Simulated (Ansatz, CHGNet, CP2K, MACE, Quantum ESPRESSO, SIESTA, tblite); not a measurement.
# Quantum ESPRESSO on twisted Zr2CO2 MXene bilayer, 38.21° (70 atoms): settings against a plane-wave reference

How near does Quantum ESPRESSO come to plane waves for twisted Zr2CO2 MXene bilayer, 38.21° (70 atoms)?

Program: Quantum ESPRESSO 7.5. Level of theory: the method is named at each step. Results are calculated unless marked as measured.

### Step 1. The starting structure

The cell holds 70 atoms: 14 C, 28 Zr and 28 O. Its edges and angles: a = 8.757 Å, b = 8.757 Å, c = 28.150 Å, α = 90.0°, β = 90.0°, γ = 120.0°. It derives from Zr2CO2 (Zr2CO2 MXene). Zr2CO2 MXene (a = 3.31 Å) under Zr2CO2 MXene (a = 3.31 Å), bilayer, commensurate cell of 7 unit cells a layer, twist 38.21 deg; facing planes 2.95 Å apart; 16 Å of vacuum; layers as built, displaced by a Gaussian of 0.01 Å. Then every atom was moved at random, 0.02 Å r.m.s. a Cartesian component. Regions: layer 1, 35 atoms (7 C, 14 Zr and 14 O); layer 2, 35 atoms (7 C, 14 Zr and 14 O). Vacuum lies along c.

The yardstick, on the same geometry:

- method: Kohn-Sham DFT, PBE, PAW, plane waves (Ansatz 0.2.0); cutoff 420 eV, Γ point, fermi-dirac smearing of 0.05 eV; PAW set soft_2
- r.m.s. force component: 0.4491 eV/Å
- longest force: 1.853 eV/Å
- gap (highest filled to lowest empty level): 1.422 eV
- SCF cycles: 11
- time: 17 s on 4 threads of Intel Xeon Platinum 8375C at 2.90GHz (Ice Lake), shared host
- CPU time: 61 s

### Step 2. PBE, sssp-1.3.0-efficiency, 60/480 Ry

Method: Kohn-Sham DFT, PBE, SSSP efficiency 1.3.0 pseudopotentials, plane waves.

File pw.in:

```
&control
  calculation = 'scf'
  pseudo_dir = './pseudo'
  outdir = './tmp'
  disk_io = 'none'
  tprnfor = .true.
/
&system
  ibrav = 0
  nat = 70
  ntyp = 3
  ecutwfc = 60
  ecutrho = 480
  nosym = .true.
  occupations = 'smearing'
  smearing = 'fd'
  degauss = 0.003675
/
&electrons
  conv_thr = 3.5e-07
  electron_maxstep = 100
  mixing_beta = 0.4
  mixing_mode = 'local-TF'
  diagonalization = 'david'
/
ATOMIC_SPECIES
C 12.011 C.upf
Zr 91.224 Zr.upf
O 15.999 O.upf
CELL_PARAMETERS angstrom
8.75740 0.00000 0.00000
-4.37870 7.58413 0.00000
0.00000 0.00000 28.15000
ATOMIC_POSITIONS crystal
C 0.99612 0.99999 0.36525
Zr 0.19331 0.24016 0.41364
Zr 0.23848 0.04875 0.31809
O 0.23698 0.04672 0.44869
O 0.18665 0.23500 0.28356
C 0.14308 0.43010 0.36528
Zr 0.32933 0.66853 0.41380
Zr 0.38058 0.47341 0.31745
O 0.37410 0.47322 0.44673
O 0.32850 0.66889 0.28443
C 0.29065 0.85749 0.36651
Zr 0.47736 0.09719 0.41366
Zr 0.52315 0.90433 0.31574
O 0.52436 0.90134 0.44700
O 0.47736 0.09491 0.28550
C 0.42558 0.29044 0.36583
Zr 0.61553 0.52222 0.41519
Zr 0.66967 0.33379 0.31834
O 0.66054 0.33323 0.44702
O 0.62525 0.52769 0.28431
C 0.56969 0.71268 0.36569
Zr 0.76719 0.95676 0.41439
Zr 0.80982 0.75775 0.31701
O 0.80946 0.76151 0.44859
O 0.76403 0.95205 0.28416
C 0.71180 0.14285 0.36529
Zr 0.90482 0.37715 0.41519
Zr 0.95381 0.19282 0.31674
O 0.95042 0.19086 0.44898
O 0.90570 0.38378 0.28287
C 0.85851 0.57279 0.36425
Zr 0.05152 0.81251 0.41453
Zr 0.09447 0.61938 0.31975
O 0.09648 0.62066 0.44748
O 0.05302 0.80560 0.28330
C 0.08364 0.64096 0.63479
Zr 0.84760 0.45113 0.68215
Zr 0.89180 0.68945 0.58587
O 0.89617 0.69425 0.71519
O 0.84045 0.44721 0.55347
C 0.93861 0.92336 0.63421
Zr 0.70455 0.74039 0.68277
Zr 0.74833 0.97501 0.58549
O 0.75583 0.97499 0.71644
O 0.70252 0.74020 0.55161
C 0.65624 0.50216 0.63316
Zr 0.41934 0.30861 0.68347
Zr 0.46452 0.55086 0.58458
O 0.46542 0.55036 0.71631
O 0.41893 0.30531 0.55245
C 0.80271 0.21755 0.63377
Zr 0.55991 0.02985 0.68302
Zr 0.60810 0.25979 0.58439
O 0.60225 0.26202 0.71556
O 0.56284 0.02341 0.55215
C 0.50899 0.78971 0.63466
[... 10 atom lines left out ...]
Zr 0.12949 0.88260 0.68250
Zr 0.17587 0.11853 0.58476
O 0.17668 0.12228 0.71497
O 0.13004 0.88231 0.55190
K_POINTS gamma
```

Launch:

```sh
$ OMP_NUM_THREADS=1 mpirun -np 2 pw.x -in pw.in > output.txt
```

Output:

```text
Program PWSCF
     gamma-point specific algorithms are used
     Parallelization info
     sticks:   dense  smooth     PW     G-vecs:    dense   smooth      PW
     Min        4527    2253    567              1120393   396047   49580
     Max        4528    2254    568              1120396   396090   49593
     Sum        9055    4507   1135              2240789   792137   99173
     bravais-lattice index     =            0
     lattice parameter (alat)  =      16.5491  a.u.
     unit-cell volume          =   12616.9957 (a.u.)^3
     number of atoms/cell      =           70
     number of atomic types    =            3
     number of electrons       =       560.00
     number of Kohn-Sham states=          336
     kinetic-energy cutoff     =      60.0000  Ry
     charge density cutoff     =     480.0000  Ry
     scf convergence threshold =      3.5E-07
     mixing beta               =       0.4000
     number of iterations used =            8  local-TF  mixing
     Exchange-correlation= SLA  PW   PBX  PBC
                           (   1   4   3   4   0   0   0)
     crystal axes: (cart. coord. in units of alat)
               a(1) = (   1.000000   0.000000   0.000000 )
               a(2) = (  -0.500000   0.866025   0.000000 )
               a(3) = (   0.000000   0.000000   3.214424 )
     reciprocal axes: (cart. coord. in units 2 pi/alat)
               b(1) = (  1.000000  0.577350 -0.000000 )
               b(2) = (  0.000000  1.154701  0.000000 )
               b(3) = (  0.000000 -0.000000  0.311098 )
     PseudoPot. # 1 for C :
     Pseudo is Projector augmented-wave + core cor, Zval =  4.0
     PseudoPot. # 2 for Zr:
     Pseudo is Ultrasoft + core correction, Zval = 12.0
     PseudoPot. # 3 for O :
     Pseudo is Projector augmented-wave + core cor, Zval =  6.0
     atomic species   valence    mass     pseudopotential
     C                 4.00    12.01100     C ( 1.00)
     Zr               12.00    91.22400     Zr( 1.00)
     O                 6.00    15.99900     O ( 1.00)
     No symmetry found
   Cartesian axes
     number of k points=     1  Fermi-Dirac smearing, width (Ry)=  0.0037
                       cart. coord. in units 2pi/alat
        k(    1) = (   0.0000000   0.0000000   0.0000000), wk =   2.0000000
     Dense  grid:  1120395 G-vectors     FFT dimensions: ( 120, 120, 375)
     Smooth grid:   396069 G-vectors     FFT dimensions: (  81,  81, 270)
     Initial potential from superposition of free atoms
     starting charge     559.9392, renormalised to     560.0000
     negative rho (up, down):  1.697E+00 0.000E+00
     Starting wfcs are  532 randomized atomic wfcs
     Self-consistent Calculation
     iteration #  1     ecut=    60.00 Ry     beta= 0.40
     negative rho (up, down):  1.697E+00 0.000E+00
     total energy              =   -4207.91037145 Ry
     estimated scf accuracy    <      26.45173831 Ry
     iteration #  2     ecut=    60.00 Ry     beta= 0.40
     negative rho (up, down):  1.729E+00 0.000E+00
     total energy              =   -4206.90650547 Ry
     estimated scf accuracy    <       7.10013393 Ry
     iteration #  3     ecut=    60.00 Ry     beta= 0.40
     negative rho (up, down):  1.783E+00 0.000E+00
     total energy              =   -4208.46110962 Ry
     estimated scf accuracy    <       1.04774053 Ry
     iteration #  4     ecut=    60.00 Ry     beta= 0.40
     negative rho (up, down):  1.820E+00 0.000E+00
     total energy              =   -4208.55337499 Ry
     estimated scf accuracy    <       0.41538897 Ry
     iteration #  5     ecut=    60.00 Ry     beta= 0.40
     negative rho (up, down):  1.837E+00 0.000E+00
     total energy              =   -4208.52513946 Ry
     estimated scf accuracy    <       0.16733476 Ry
     iteration #  6     ecut=    60.00 Ry     beta= 0.40
[...]
total energy              =   -4208.50483868 Ry
     estimated scf accuracy    <       0.26834614 Ry
[...]
c_bands:  3 eigenvalues not converged
[...]
total energy              =   -4208.52851275 Ry
[...]
iteration # 23     ecut=    60.00 Ry     beta= 0.40
[...]
total energy              =   -4208.52851644 Ry
     estimated scf accuracy    <       0.00000436 Ry
     iteration # 24     ecut=    60.00 Ry     beta= 0.40
     negative rho (up, down):  1.809E+00 0.000E+00
     total energy              =   -4208.52851812 Ry
     estimated scf accuracy    <       0.00000040 Ry
     iteration # 25     ecut=    60.00 Ry     beta= 0.40
     negative rho (up, down):  1.809E+00 0.000E+00
     End of self-consistent calculation
          k = 0.0000 0.0000 0.0000 ( 49587 PWs)   bands (ev):
   -45.8590 -45.7761 -45.7453 -45.7280 -45.7274 -45.7034 -45.7017 -45.6874
   -45.6832 -45.6650 -45.6492 -45.6467 -45.6372 -45.6286 -45.6265 -45.6220
   -45.6191 -45.5720 -45.5594 -45.5538 -45.5510 -45.5467 -45.4974 -45.4765
   -45.4758 -45.4422 -45.3870 -45.3822 -24.3388 -24.3201 -24.2740 -24.2618
   -24.2440 -24.2372 -24.2248 -24.2081 -24.2003 -24.1837 -24.1750 -24.1692
   -24.1555 -24.1538 -24.1434 -24.1431 -24.1403 -24.1104 -24.1084 -24.0803
[...]
6.4606   6.4681   6.4816   6.5161   6.5459   6.5481   6.5769   6.5939
     6.6129   6.6376   6.6631   6.6725   6.6940   6.7073   6.9550   6.9779
     7.0256   7.0458   7.0738   7.0937   7.1056   7.1364   7.1653   7.1808
     the Fermi energy is     3.7643 ev
!    total energy              =   -4208.52851863 Ry
     estimated scf accuracy    <       0.00000015 Ry
     smearing contrib. (-TS)   =      -0.00000031 Ry
     internal energy E=F+TS    =   -4208.52851831 Ry
     The total energy is F=E-TS. E is the sum of the following terms:
     one-electron contribution =  -36668.36108026 Ry
     hartree contribution      =   18448.95723822 Ry
     xc contribution           =    -772.50354776 Ry
     ewald contribution        =   15136.28119475 Ry
     one-center paw contrib.   =    -352.90232326 Ry
     convergence has been achieved in  25 iterations
     negative rho (up, down):  1.809E+00 0.000E+00
     Forces acting on atoms (cartesian axes, Ry/au):
     atom    1 type  1   force =     0.02224201    0.00685289    0.01321378
     atom    2 type  2   force =    -0.01136467   -0.00905586    0.03824367
     atom    3 type  2   force =    -0.00587546   -0.01680152   -0.05088432
     atom    4 type  3   force =     0.00273164    0.00905216   -0.02018502
     atom    5 type  3   force =     0.00993320    0.00369669    0.00577095
     atom    6 type  1   force =    -0.00448132   -0.01656067    0.01535197
[...]
atom   68 type  2   force =     0.00577615    0.01210525   -0.01485720
     atom   69 type  3   force =     0.01312748   -0.00577428    0.00328171
     atom   70 type  3   force =     0.00409576   -0.00372229    0.00404239
     Total force =     0.254827     Total SCF correction =     0.001354
     Message from routine punch:
     Nothing written, as per user request (disk_io='none')
```

It took 19 min on 2 MPI ranks of Intel Xeon Platinum 8375C at 2.90GHz (Ice Lake), shared host; peak memory 5.9 GiB; 39 min of CPU time.

Banners, paths, timers and routine set-up lines are dropped from the logs unmarked, and long logs keep their key lines alone; longer cuts are marked.

Against the reference:

| Quantity | Value |
| --- | --- |
| r.m.s. force component | 0.4521 eV/Å |
| r.m.s. difference of force components | 10.19 meV/Å |
| longest difference of force vectors | 26.49 meV/Å |
| force difference over r.m.s. force | 2.27 % |
| slope of forces against the reference's | 1.006 |
| correlation of force components | 0.9998 |
| gap (highest filled to lowest empty level) | 1.422 eV |
| gap difference | 0.0005 eV |

Length of the force difference by element (eV/Å):

```
element  atoms    mean   most
      C     14  0.0011  0.002
      O     28   0.022  0.026
     Zr     28   0.017  0.021
```

Levels nearest the highest filled one (eV from it): -1.35, -1.33, -1.31, -1.30, -1.25, -1.24, -1.16, -0.92, -0.20, -0.18, -0.02, 0.00, 1.42, 1.44, 1.48, 1.52, 1.56, 1.58, 1.62, 1.64, 1.67, 1.68, 1.70, 1.72.

A closer look about O5, picked at random: 13 atoms, nearest first, numbered in the order of the input, with positions taken from that point.

```
atom      x      y      z  distance (Å)  bonds     Fx     Fy  Fz (eV/Å)
  O5   0.00   0.00   0.00          0.00      3   0.26   0.10       0.15
Zr28  -1.85  -0.32   0.93          2.10      6  -0.13  -0.23      -1.00
 Zr3   1.27  -1.41   0.97          2.13      6  -0.15  -0.43      -1.31
 Zr8   0.65   1.81   0.95          2.15      6  -0.10   0.89      -0.93
  C1  -0.64  -1.78   2.30          2.98      6   0.57   0.18       0.34
 C16   1.85   0.42   2.32          2.99      6   0.38  -0.56       0.00
  C6  -1.24   1.48   2.30          3.00      6  -0.12  -0.43       0.39
 O25  -2.46  -2.15   0.02          3.27      3  -0.23   0.09      -0.02
 O30  -3.11   1.13  -0.02          3.31      3  -0.08  -0.29       0.58
 O35   0.71  -3.26  -0.01          3.33      3  -0.39   0.56       0.52
 O15   3.16  -1.06   0.05          3.33      3  -0.31   0.13      -0.28
 O10  -0.66   3.29   0.02          3.36      3   0.52  -0.13       0.03
 O20   2.56   2.22   0.02          3.39      3  -0.46  -0.53      -0.10
```

Forces lie 2.3 % from the reference's, at 38 times its CPU time (on 2 against 4 cores).

### Step 3. Outcome

| Quantity | Value |
| --- | --- |
| force difference from the reference | QE PBE, sssp-1.3.0-efficiency, 60/480 Ry, 2.3 % |
| its CPU time | 39 min |

PBE on plane waves or a grid with other potentials, cutoffs or grids differs from the reference by 2.3 % (QE PBE, sssp-1.3.0-efficiency, 60/480 Ry) of the r.m.s. force; this holds the reference's own error, so differences of a few per cent don't tell which side is nearer the exact PBE result (QE's 60 Ry are 816 eV, against the reference's 420 eV). PBE gaps agree with the reference's 1.42 eV within 0.001 eV. These are spacings on the run's k-points, which needn't hold the band edges. The reference's PBE has no dispersion term, which matters for the binding between molecules or layers. The electronic-structure runs sample only Γ, in a cell whose shortest periodic width is 8 Å.

[Also dropped from logs without a mark: logging warnings of Python, and SIESTA's first energy breakdown and zero terms.]

[Logs are printed without paths, hosts, clocks, repeated set-up lines and the standing remarks that a program may print on its own settings, such as how far it seeks lower states.]

[Hosts, paths, dates, database ids (printed as entryN), source tags and the programs' standing remarks are cut or masked in the printed files.]
